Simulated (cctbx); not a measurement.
## Diagnosing a refinement

Cell a = 8.3970 Å, b = 8.3780 Å, c = 11.9230 Å, α = 90.00°, β = 113.66°, γ = 90.00°; space group P2_1/c (no. 14).

The data are simulated with cctbx, not measured: Ag Kα, λ = 0.56087 Å, to d = 0.84 Å, 95 % of the full sphere, strongest reflection 70000 counts, noise from counting, a 2 % proportional error and a noise floor of 15 counts (s.d.); no absorption.

An anisotropic refinement with weights 1/σ² prints:

```text
Rint 0.019, 1349 unique reflections to 0.84 A
cycle     R1     wR2    GooF  max shift (A)
   1  0.0424  0.1044   5.079   0.00369
   2  0.0108  0.0284   1.380   0.00000
final R1 0.0108 wR2 0.0284 GooF 1.380  parameters 63  data/parameter 21.4
atom        x        y        z      Ueq    occ   su(xyz)  su(Uiso or U11)
Ba1    0.42019  0.62490  0.66181   0.0197  1.000  0.00002  0.0001
Ba2    0.04077  0.69049  0.84749   0.0224  1.000  0.00003  0.0001
Ru1    0.70405  0.68991  0.00558   0.0210  1.000  0.00005  0.0002
Si1    0.43054  0.69159  0.40504   0.0163  1.000  0.00011  0.0004
S1     0.91644  0.61101  0.55349   0.0250  1.000  0.00011  0.0004
S2     0.74380  0.61249  0.20751   0.0283  1.000  0.00012  0.0005
S3     0.25027  0.51774  0.10954   0.0250  1.000  0.00011  0.0004
difference map: max 0.88 min -0.39 rms 0.12
Q1    0.3942  0.6883  0.4176    4    0.89  0.39 A from Si1
Q2    0.4445  0.7411  0.4188    4    0.85  0.44 A from Si1
Q3    0.4355  0.7032  0.3677    4    0.80  0.47 A from Si1
Q4    0.0544  0.1112  0.0886    4    0.39  1.81 A from S1
Q5    0.0486  0.0473  0.5370    4    0.36  1.65 A from S3
Q6    0.2187  0.6584  0.3441    4    0.35  1.65 A from Si1
```

Q: Accept it or mend it, and why?

Mend it. The fault: wrong element: Si1 is S. Against the right model at the same level, R1 goes from 0.0083 to 0.0108 and GooF from 0.92 to 1.38, U of Si1 shrinks from 0.0231 to 0.0163 Å² and the top difference peak, 0.9 e/Å³, lies 0.39 Å from Si1. Si1 has 2 electrons too few and its U shrinks to make up, as expected (near an absorption edge f′ can widen the mismatch well beyond the difference in Z). The signs are weak, and the output alone doesn't single this fault out.

The compound is Ba2RuS4. The right model at the same level gives:

```text
Rint 0.019, 1349 unique reflections to 0.84 A
cycle     R1     wR2    GooF  max shift (A)
   1  0.0385  0.0974   4.735   0.00364
   2  0.0083  0.0190   0.924   0.00000
final R1 0.0083 wR2 0.0190 GooF 0.924  parameters 63  data/parameter 21.4
atom        x        y        z      Ueq    occ   su(xyz)  su(Uiso or U11)
Ba1    0.42018  0.62489  0.66181   0.0197  1.000  0.00002  0.0001
Ba2    0.04078  0.69051  0.84749   0.0223  1.000  0.00002  0.0001
Ru1    0.70407  0.68991  0.00557   0.0210  1.000  0.00003  0.0001
S1     0.43054  0.69160  0.40508   0.0231  1.000  0.00007  0.0003
S2     0.91643  0.61105  0.55352   0.0249  1.000  0.00007  0.0003
S3     0.74379  0.61256  0.20753   0.0282  1.000  0.00008  0.0003
S4     0.25030  0.51774  0.10958   0.0250  1.000  0.00007  0.0003
difference map: max 0.33 min -0.41 rms 0.10
Q1    0.3021  0.5660  0.2335    4    0.33  1.42 A from S4
Q2    0.0583  0.1092  0.0880    4    0.33  1.78 A from S2
Q3    0.0510  0.0471  0.5372    4    0.33  1.64 A from S4
Q4    0.1388  0.0932  0.7948    4    0.31  1.94 A from Ba2
Q5    0.2160  0.6590  0.3445    4    0.31  1.67 A from S1
Q6    0.0525  0.9888  0.4688    4    0.30  1.83 A from S4
```

The model is made up (kin elements in a known structure type, no relaxation), so it says nothing on whether the phase exists.

[Middle refinement cycles are left out of these outputs.]

[Logs are printed without paths, hosts, clocks, repeated set-up lines and the standing remarks that a program may print on its own settings, such as how far it seeks lower states.]
